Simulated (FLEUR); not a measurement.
**FePt (Tetraferroplatinum): parallel and opposed starts**

A self-consistent run ends on one state, which hangs on the start. Several orders of FePt (Tetraferroplatinum) are started in FLEUR and their energies compared.

Method: PBEsol; all-electron FLAPW, Dirac cores, scalar-relativistic bands, in FLEUR MaX-R8.1.

## (1) The starting structure

Symmetry: P4/mmm, No. 123, tetragonal system. The conventional cell has a = 2.724 Å, b = 2.724 Å, c = 3.720 Å, α = 90.00°, β = 90.00°, γ = 90.00°. Nearest to Fe lie 8 Pt at 2.68 Å and 4 Fe at 2.72 Å. Nearest to Pt lie 8 Fe at 2.68 Å and 4 Pt at 2.72 Å. Farther neighbours are not listed.

Coordinates:

```xyz
2
Lattice="2.7235 0.0000 0.0000 0.0000 2.7235 0.0000 0.0000 0.0000 3.7200" Properties=species:S:1:pos:R:3 pbc="T T T"
Fe    0.0000    0.0000    0.0000
Pt    1.3618    1.3618    1.8600
```

## (2) Start 1: ferro +

The parallel start comes first: it shows whether parallel moments hold.

inpgen writes inp.xml from crystal.txt; cutoffs, mixing, functional, smearing and local orbitals are then set in the file. The k list default-1 (kpts.xml, not shown) is a Γ-centred 10×10×10 mesh; where the ranks do not divide the number of points, some are split in two of half the weight.

inp.xml

```
<?xml version="1.0" encoding="UTF-8" standalone="no"?>
<fleurInput fleurInputVersion="0.39">
   <comment>
      FePt
   </comment>
   <calculationSetup>
      <cutoffs Kmax="3.6" Gmax="10.8" GmaxXC="10.8" numbands="0"/>
      <scfLoop itmax="90" minDistance="0.00002" maxIterBroyd="15" imix="Anderson" alpha="0.05" precondParam="0.0" spinf="2.0" sdNocoIR="T"/>
      <coreElectrons ctail="T" frcor="F" kcrel="0" coretail_lmax="0"/>
      <xcFunctional name="PBEs" relativisticCorrections="F"/>
      <magnetism jspins="2"/>
      <soc l_soc="F" theta="0.0" phi="0.0" spav="F"/>
      <expertModes spex="0" secvar="F"/>
      <geometryOptimization l_f="F" forcealpha="1.0" forcemix="BFGS" epsdisp="0.00001" epsforce="0.00001"/>
      <ldaU l_linMix="F" mixParam="0.05" spinf="1.0"/>
   </calculationSetup>
   <cell>
      <bzIntegration valenceElectrons="32.0" mode="hist" fermiSmearingEnergy="0.00183747">
         <kPointListSelection listName="default-1"/>
         <xi:include xmlns:xi="http://www.w3.org/2001/XInclude" href="kpts.xml"> </xi:include>
      </bzIntegration>
      <xi:include xmlns:xi="http://www.w3.org/2001/XInclude" href="sym.xml"> </xi:include>
      <bulkLattice scale="1.0">
         <bravaisMatrix>
            <row-1>    5.1466691003480998     0.0000000000000000     0.0000000000000000</row-1>
            <row-2>    0.0000000000000000     5.1466691003480998     0.0000000000000000</row-2>
            <row-3>    0.0000000000000000     0.0000000000000000     7.0297811835120001</row-3>
         </bravaisMatrix>
      </bulkLattice>
   </cell>
   <atomSpecies>
      <species name="Iron (Fe) 2.800" element="Fe" atomicNumber="26">
         <mtSphere radius="2.47" gridPoints="817" logIncrement="0.015"/>
         <atomicCutoffs lmax="10" lnonsphr="8"/>
         <electronConfig flipSpins="F">
            <coreConfig>(1s1/2) (2s1/2) (2p1/2) (2p3/2)</coreConfig>
            <valenceConfig>(3s1/2) (3p1/2) (3p3/2) (4s1/2) (3d3/2) (3d5/2)</valenceConfig>
            <stateOccupation state="(3d3/2)" spinUp="1.4" spinDown="1.0"/>
            <stateOccupation state="(3d5/2)" spinUp="3.0" spinDown="0.6"/>
         </electronConfig>
         <energyParameters s="4" p="4" d="3" f="4"/>
         <lo type="SCLO" l="0" n="3" eDeriv="0"/>
         <lo type="SCLO" l="1" n="3" eDeriv="0"/>
      </species>
      <species name="Platinum (Pt)" element="Pt" atomicNumber="78">
         <mtSphere radius="2.47" gridPoints="817" logIncrement="0.016"/>
         <atomicCutoffs lmax="10" lnonsphr="8"/>
         <electronConfig flipSpins="F">
            <coreConfig>(1s1/2) (2s1/2) (2p1/2) (2p3/2) (3s1/2) (3p1/2) (3p3/2) (4s1/2) (3d3/2) (3d5/2) (4p1/2) (4p3/2) (5s1/2) (4d3/2) (4d5/2) (4f5/2) (4f7/2)</coreConfig>
            <valenceConfig>(5p1/2) (5p3/2) (6s1/2) (5d3/2) (5d5/2)</valenceConfig>
            <stateOccupation state="(6s1/2)" spinUp="0.500000" spinDown="0.500000"/>
            <stateOccupation state="(5d3/2)" spinUp="1.800000" spinDown="1.800000"/>
            <stateOccupation state="(5d5/2)" spinUp="2.700000" spinDown="2.700000"/>
         </electronConfig>
         <energyParameters s="6" p="6" d="5" f="5"/>
         <lo type="SCLO" l="1" n="5" eDeriv="0"/>
      </species>
   </atomSpecies>
   <atomGroups>
      <atomGroup species="Iron (Fe) 2.800">
         <relPos label="                   1">.0000000000 .0000000000 .0000000000</relPos>
         <force calculate="T" relaxXYZ="TTT"/>
      </atomGroup>
      <atomGroup species="Platinum (Pt)">
         <relPos label="                   2">1.000/2.000 1.000/2.000 1.000/2.000</relPos>
         <force calculate="T" relaxXYZ="TTT"/>
      </atomGroup>
   </atomGroups>
   <output dos="F" band="F" slice="F">
      <bandDOS minEnergy="-.5*Htr" maxEnergy="0.5*Htr" sigma="0.015" storeEVData="T"/>
      <plotting iplot="0" polar="F">
         <plot TwoD="T" vec1="  1.0  0.0  0.0" vec2="  0.0  1.0  0.0" vec3="  0.0  0.0  1.0" zero="  0.0  0.0  0.0" file="plot"/>
      </plotting>
      <moessbauerParams electricFieldGradient="F" isomerShift="F" coreHyperfine="F" valenceHyperfine="F"/>
   </output>
</fleurInput>
```

crystal.txt

```
FePt
&input film=F cartesian=F /
2.72350000000  0.00000000000  0.00000000000
0.00000000000  2.72350000000  0.00000000000
0.00000000000  0.00000000000  3.72000000000
1.8897261246
1.0 1.0 1.0

2
26 0.00000000000  0.00000000000  0.00000000000 : 2.800
78 0.50000000000  0.50000000000  0.50000000000

&kpt div1=10 div2=10 div3=10 gamma=T /
```

Command:

```console
$ OMP_NUM_THREADS=1 inpgen -f crystal.txt > inpgen.log  # inp.xml is then edited as shown
$ OMP_NUM_THREADS=1 mpirun -n 4 fleur_MPI > fleur.log
```

The program printed:

```text
Welcome to FLEUR        (www.flapw.de)
      MaX-Release 8.1          (www.max-centre.eu)

 ========== k-point set info ==========
 Selected k-point list: default-1
 k-point list type: mesh
 0 x 0 x 0
 Number of k points: 128

 ------------Calculation Setup---------------------------
 Number of MPI-tasks      :            4
 Number of PE/node        :            4
 Number of OMP-threads    :            1
 k-points in parallel     :            4
 pe's per k-point         :            1
 No of k-point loops      :           32
 Eigenvalue solver        :       lapack
 Number of basis functions:          166
 Approximate size of matrices (H+S) per k-point:         0.000 GB
 --------------------------------------------------------
 Iteration:     1   Distance:      39.66202276 me/bohr^3
 Iteration:     2   Distance:      16.28939652 me/bohr^3
 Iteration:     3   Distance:      13.35528811 me/bohr^3
 Iteration:     4   Distance:       9.82616090 me/bohr^3
 Iteration:     5   Distance:       9.89560066 me/bohr^3
 Iteration:     6   Distance:       9.85498510 me/bohr^3
 Iteration:     7   Distance:       3.38440172 me/bohr^3
 Iteration:     8   Distance:       2.13216244 me/bohr^3
 Iteration:     9   Distance:       1.00859255 me/bohr^3
 Iteration:    10   Distance:       0.61627118 me/bohr^3
 Iteration:    11   Distance:       0.26269852 me/bohr^3
 Iteration:    12   Distance:       0.26030203 me/bohr^3
 Iteration:    13   Distance:       0.02521307 me/bohr^3
 Iteration:    14   Distance:       0.04489140 me/bohr^3
 Iteration:    15   Distance:       0.00998361 me/bohr^3
 Iteration:    16   Distance:       0.00921174 me/bohr^3
 Iteration:    17   Distance:       0.00753508 me/bohr^3
 Iteration:    18   Distance:       0.00152247 me/bohr^3
 Iteration:    19   Distance:       0.00064486 me/bohr^3
 Iteration:    20   Distance:       0.00029023 me/bohr^3
 Iteration:    21   Distance:       0.00011416 me/bohr^3
 Iteration:    22   Distance:       0.00003819 me/bohr^3
 Iteration:    23   Distance:       0.00000883 me/bohr^3

 ********************************************************************
 Run finished successfully
 Stop message:
   all done
 ********************************************************************

--- out.xml (last complete iteration) ---
<iteration numberForCurrentRun="   23" overallNumber="   23">
         [... left out ...]
         <bandgap value="0.0293441992" units="eV"/>
         <sumValenceSingleParticleEnergies value="-18.4732470889" units="Htr"/>
         <FermiEnergy value="0.4196836009" units="Htr"/>
         <valenceDensity>
            <mtCharges spin="1">
               <mtCharge atomType="1" total="9.0897522" s="1.2243252" p="3.2401854" d="4.5896916" f="0.0262014"/>
               <mtCharge atomType="2" total="7.4497552" s="0.2580281" p="3.1760657" d="3.9828921" f="0.0252708"/>
            </mtCharges>
            <mtCharges spin="2">
               <mtCharge atomType="1" total="6.1068857" s="1.2163202" p="3.2446406" d="1.6130430" f="0.0243072"/>
               <mtCharge atomType="2" total="7.0512740" s="0.2752365" p="3.2131833" d="3.5362112" f="0.0208174"/>
            </mtCharges>
            <spinDependentCharge spin="1" total="17.6634260" interstitial="1.1239186" mtSpheres="16.5395074"/>
            <spinDependentCharge spin="2" total="14.3365740" interstitial="1.1784143" mtSpheres="13.1581597"/>
            <totalCharge value="32.0000000000"/>
         </valenceDensity>
         [... left out ...]
         <allElectronCharges>
            <spinDependentCharge spin="1" total="53.6634260" interstitial="1.1245030" mtSpheres="52.5389230"/>
            <spinDependentCharge spin="2" total="50.3365740" interstitial="1.1790005" mtSpheres="49.1575735"/>
            <totalCharge value="103.9999999888"/>
         </allElectronCharges>
         <magneticMomentsInMTSpheres units="muBohr">
            <globalMagMoment atomType="1" vec="0.00000   0.00000   2.98287"/>
            <localMagMoment atomType="1" vec="0.00000   0.00000   2.98287"/>
            <globalMagMoment atomType="2" vec="0.00000   0.00000   0.39848"/>
            <localMagMoment atomType="2" vec="0.00000   0.00000   0.39848"/>
         </magneticMomentsInMTSpheres>
         <moessbauerParams unitsHFF="kG" unitsIS="e/bohr^3" unitsEFG="Htr/bohr^2">
         </moessbauerParams>
         <totalEnergy value="   -19713.2398041749" units="Htr">
            <sumOfEigenvalues value="   -12058.1519046790">
               <coreElectrons value="-12039.6786575901"/>
               <valenceElectrons value="-18.4732470889"/>
            </sumOfEigenvalues>
            <densityCoulombPotentialIntegral value="-33914.1809991217"/>
            <densityEffectivePotentialIntegral value="-34449.7633808838"/>
            <chargeDenXCDenIntegral value="-406.8952905555"/>
            <FockExchangeEnergyValence value="0.0000000000"/>
            <FockExchangeEnergyCore value="0.0000000000"/>
            <atomTypeDependentContributions atomType="1">
               <electronNucleiInteractionDifferentMTs value="1520.7018863936"/>
               <MadelungTerm value="-9.7797899872"/>
            </atomTypeDependentContributions>
            <atomTypeDependentContributions atomType="2">
               <electronNucleiInteractionDifferentMTs value="23171.2521410299"/>
               <MadelungTerm value="-39.1316728526"/>
            </atomTypeDependentContributions>
            <tkbTimesEntropy value="0.0003175016"/>
            <freeEnergy value="-19713.2401216766"/>
            <extrapolationTo0K value="-19713.2399629258"/>
         </totalEnergy>
         <densityConvergence units="me/bohr^3">
            <chargeDensity spin="1" distance="0.0000057390"/>
            <chargeDensity spin="2" distance="0.0000064638"/>
            <overallChargeDensity distance="0.0000088332"/>
            <spinDensity distance="0.0000084504"/>
         </densityConvergence>
      </iteration>
```

Elapsed: 30 s, on 4 MPI ranks of Arm Neoverse V1, shared host; peak memory 0.25 GiB.

Read from the output:

* free energy: -536424.5911 eV
* program's band gap on this mesh (in a metal only a level spacing): 0.02934 eV
* magnetization: 3.327 μB
* final state: ferromagnetic
* largest moment: 2.983 μB

After 23 cycles the largest moment stands at 2.98 μB.

## (3) Run 2 (antiferro q=(0,1/2,0) +-)

Reversing part of the moments tests the sign of the couplings between them.

The cell is doubled to 4 atoms to hold this order. The mesh is halved along the doubled vector, so that both cells sample the same points. The k list default-1 (kpts.xml, not shown) is a Γ-centred 10×5×10 mesh.

Changes to inp.xml since step 2:

```diff
@@ -17,3 +17,3 @@
    <cell>
-      <bzIntegration valenceElectrons="32.0" mode="hist" fermiSmearingEnergy="0.00183747">
+      <bzIntegration valenceElectrons="64.0" mode="hist" fermiSmearingEnergy="0.00183747">
          <kPointListSelection listName="default-1"/>
@@ -25,3 +25,3 @@
             <row-1>    5.1466691003480998     0.0000000000000000     0.0000000000000000</row-1>
-            <row-2>    0.0000000000000000     5.1466691003480998     0.0000000000000000</row-2>
+            <row-2>    0.0000000000000000    10.2933382006961995     0.0000000000000000</row-2>
             <row-3>    0.0000000000000000     0.0000000000000000     7.0297811835120001</row-3>
@@ -39,2 +39,15 @@
             <stateOccupation state="(3d5/2)" spinUp="3.0" spinDown="0.6"/>
+         </electronConfig>
+         <energyParameters s="4" p="4" d="3" f="4"/>
+         <lo type="SCLO" l="0" n="3" eDeriv="0"/>
+         <lo type="SCLO" l="1" n="3" eDeriv="0"/>
+      </species>
+      <species name="Iron (Fe) -2.800" element="Fe" atomicNumber="26">
+         <mtSphere radius="2.47" gridPoints="817" logIncrement="0.015"/>
+         <atomicCutoffs lmax="10" lnonsphr="8"/>
+         <electronConfig flipSpins="F">
+            <coreConfig>(1s1/2) (2s1/2) (2p1/2) (2p3/2)</coreConfig>
+            <valenceConfig>(3s1/2) (3p1/2) (3p3/2) (4s1/2) (3d3/2) (3d5/2)</valenceConfig>
+            <stateOccupation state="(3d3/2)" spinUp="1.0" spinDown="1.4"/>
+            <stateOccupation state="(3d5/2)" spinUp="0.6" spinDown="3.0"/>
          </electronConfig>
@@ -63,4 +76,9 @@
       </atomGroup>
+      <atomGroup species="Iron (Fe) -2.800">
+         <relPos label="                   2">.0000000000 1.000/2.000 .0000000000</relPos>
+         <force calculate="T" relaxXYZ="TTT"/>
+      </atomGroup>
       <atomGroup species="Platinum (Pt)">
-         <relPos label="                   2">1.000/2.000 1.000/2.000 1.000/2.000</relPos>
+         <relPos label="                   3">1.000/2.000 1.000/4.000 1.000/2.000</relPos>
+         <relPos label="                   4">1.000/2.000 -1.000/4.000 1.000/2.000</relPos>
          <force calculate="T" relaxXYZ="TTT"/>
```

crystal.txt

```
FePt
&input film=F cartesian=F /
2.72350000000  0.00000000000  0.00000000000
0.00000000000  5.44700000000  0.00000000000
0.00000000000  0.00000000000  3.72000000000
1.8897261246
1.0 1.0 1.0

4
26 0.00000000000  0.00000000000  0.00000000000 : 2.800
26 0.00000000000  0.50000000000  0.00000000000 : -2.800
78 0.50000000000  0.25000000000  0.50000000000
78 0.50000000000  0.75000000000  0.50000000000

&kpt div1=10 div2=5 div3=10 gamma=T /
```

The program printed:

```text
[banner, memory and clock lines left out]
Welcome to FLEUR        (www.flapw.de)
      MaX-Release 8.1          (www.max-centre.eu)

 ========== k-point set info ==========
 Selected k-point list: default-1
 k-point list type: mesh
 10 x 5 x 10
 Number of k points: 108

 ------------Calculation Setup---------------------------
 Number of PE/node        :            4
 Number of OMP-threads    :            1
 k-points in parallel     :            4
 pe's per k-point         :            1
 No of k-point loops      :           27
 Eigenvalue solver        :       lapack
 Number of basis functions:          328
 Approximate size of matrices (H+S) per k-point:         0.002 GB
 Iteration:     1   Distance:      38.40468777 me/bohr^3
 Iteration:     2   Distance:      17.03772773 me/bohr^3
 Iteration:     3   Distance:      13.56666951 me/bohr^3
 Iteration:     4   Distance:       8.18443265 me/bohr^3
 Iteration:     5   Distance:       6.54235132 me/bohr^3
 Iteration:     6   Distance:       5.95016248 me/bohr^3
 Iteration:     7   Distance:       3.63478417 me/bohr^3
 Iteration:     8   Distance:       2.55626917 me/bohr^3
 Iteration:     9   Distance:       0.89996187 me/bohr^3
 Iteration:    10   Distance:       0.90389384 me/bohr^3
 Iteration:    11   Distance:       0.38828233 me/bohr^3
 Iteration:    12   Distance:       0.40805053 me/bohr^3
 Iteration:    13   Distance:       0.07373683 me/bohr^3
 Iteration:    14   Distance:       0.08009526 me/bohr^3
 Iteration:    15   Distance:       0.01616223 me/bohr^3
 Iteration:    16   Distance:       0.01453466 me/bohr^3
 Iteration:    17   Distance:       0.01357578 me/bohr^3
 Iteration:    18   Distance:       0.01224806 me/bohr^3
 Iteration:    19   Distance:       0.00539857 me/bohr^3
 Iteration:    20   Distance:       0.00319845 me/bohr^3
 Iteration:    21   Distance:       0.00060188 me/bohr^3
 Iteration:    22   Distance:       0.00054403 me/bohr^3
 Iteration:    23   Distance:       0.00036046 me/bohr^3
 Iteration:    24   Distance:       0.00012892 me/bohr^3
 Iteration:    25   Distance:       0.00009451 me/bohr^3
 Iteration:    26   Distance:       0.00002906 me/bohr^3
 Iteration:    27   Distance:       0.00001132 me/bohr^3

 ********************************************************************
 Run finished successfully
 Stop message:
   all done
 ********************************************************************

--- out.xml (last complete iteration) ---
<iteration numberForCurrentRun="   27" overallNumber="   27">
         [... left out ...]
         <bandgap value="0.0000038922" units="eV"/>
         <sumValenceSingleParticleEnergies value="-37.0175828568" units="Htr"/>
         <FermiEnergy value="0.4269846842" units="Htr"/>
         <valenceDensity>
            <mtCharges spin="1">
               <mtCharge atomType="1" total="9.0636409" s="1.2346887" p="3.2524711" d="4.5427975" f="0.0249334"/>
               <mtCharge atomType="2" total="6.1367978" s="1.2095884" p="3.2379665" d="1.6544006" f="0.0257117"/>
               <mtCharge atomType="3" total="7.2465057" s="0.2702610" p="3.1959628" d="3.7497888" f="0.0238297"/>
            </mtCharges>
            <mtCharges spin="2">
               <mtCharge atomType="1" total="6.1367867" s="1.2095872" p="3.2379647" d="1.6543926" f="0.0257116"/>
               <mtCharge atomType="2" total="9.0636402" s="1.2346901" p="3.2524730" d="4.5427933" f="0.0249335"/>
               <mtCharge atomType="3" total="7.2465083" s="0.2702610" p="3.1959628" d="3.7497916" f="0.0238297"/>
            </mtCharges>
            <spinDependentCharge spin="1" total="32.0000034" interstitial="2.3065533" mtSpheres="29.6934501"/>
            <spinDependentCharge spin="2" total="31.9999966" interstitial="2.3065530" mtSpheres="29.6934436"/>
            <totalCharge value="64.0000000000"/>
         </valenceDensity>
         [... left out ...]
         <magneticMomentsInMTSpheres units="muBohr">
            <globalMagMoment atomType="1" vec="0.00000   0.00000   2.92685"/>
            <localMagMoment atomType="1" vec="0.00000   0.00000   2.92685"/>
            <globalMagMoment atomType="2" vec="0.00000   0.00000  -2.92684"/>
            <localMagMoment atomType="2" vec="0.00000   0.00000  -2.92684"/>
            <globalMagMoment atomType="3" vec="0.00000   0.00000   0.00000"/>
            <localMagMoment atomType="3" vec="0.00000   0.00000   0.00000"/>
         </magneticMomentsInMTSpheres>
         [... left out ...]
         <totalEnergy value="   -39426.4778556974" units="Htr">
            <sumOfEigenvalues value="   -24116.7404839421">
               <coreElectrons value="-24079.7229010853"/>
               <valenceElectrons value="-37.0175828568"/>
            </sumOfEigenvalues>
            <densityCoulombPotentialIntegral value="-67828.7789678052"/>
            <densityEffectivePotentialIntegral value="-68899.9062987292"/>
            <chargeDenXCDenIntegral value="-813.7623617148"/>
            <FockExchangeEnergyValence value="0.0000000000"/>
            <FockExchangeEnergyCore value="0.0000000000"/>
         [... left out ...]
            <tkbTimesEntropy value="0.0011315606"/>
            <freeEnergy value="-39426.4789872581"/>
            <extrapolationTo0K value="-39426.4784214777"/>
         </totalEnergy>
         <densityConvergence units="me/bohr^3">
            <chargeDensity spin="1" distance="0.0000067977"/>
            <chargeDensity spin="2" distance="0.0000063869"/>
            <overallChargeDensity distance="0.0000113212"/>
            <spinDensity distance="0.0000067701"/>
         </densityConvergence>
      </iteration>
```

Elapsed: 1.9 min, on 4 MPI ranks; peak memory 0.4 GiB.

Spin moment in the muffin-tin sphere by atom:

```
atom  spin moment in the muffin-tin sphere (μB)
 Fe1                                       2.93
 Fe2                                      -2.93
 Pt3                                       0.00
 Pt4                                       0.00
```

Numbers from this step:

```
free energy                                                       : -1072849.1480 eV
program's band gap on this mesh (in a metal only a level spacing) : 3.89e-6 eV
magnetization                                                     : 0 μB
final state                                                       : antiferromagnetic
```

It lies 17.1 meV a seeded atom over the first start, and its largest moment is 2.93 μB against 2.98 μB.

[end of part 1 of 2]

[Logs and program files are shortened in this print: banners, set-up blocks, solver, clock and traceback lines can be left out without a mark of their own.]

[Logs are printed without paths, hosts, clocks, repeated set-up lines and the standing remarks that a program may print on its own settings, such as how far it seeks lower states.]

[Hosts, paths, dates, database ids (printed as entryN), source tags and the programs' standing remarks are cut or masked in the printed files.]

[Where a cell is said to come from a database of computed structures, the database is the Materials Project.]
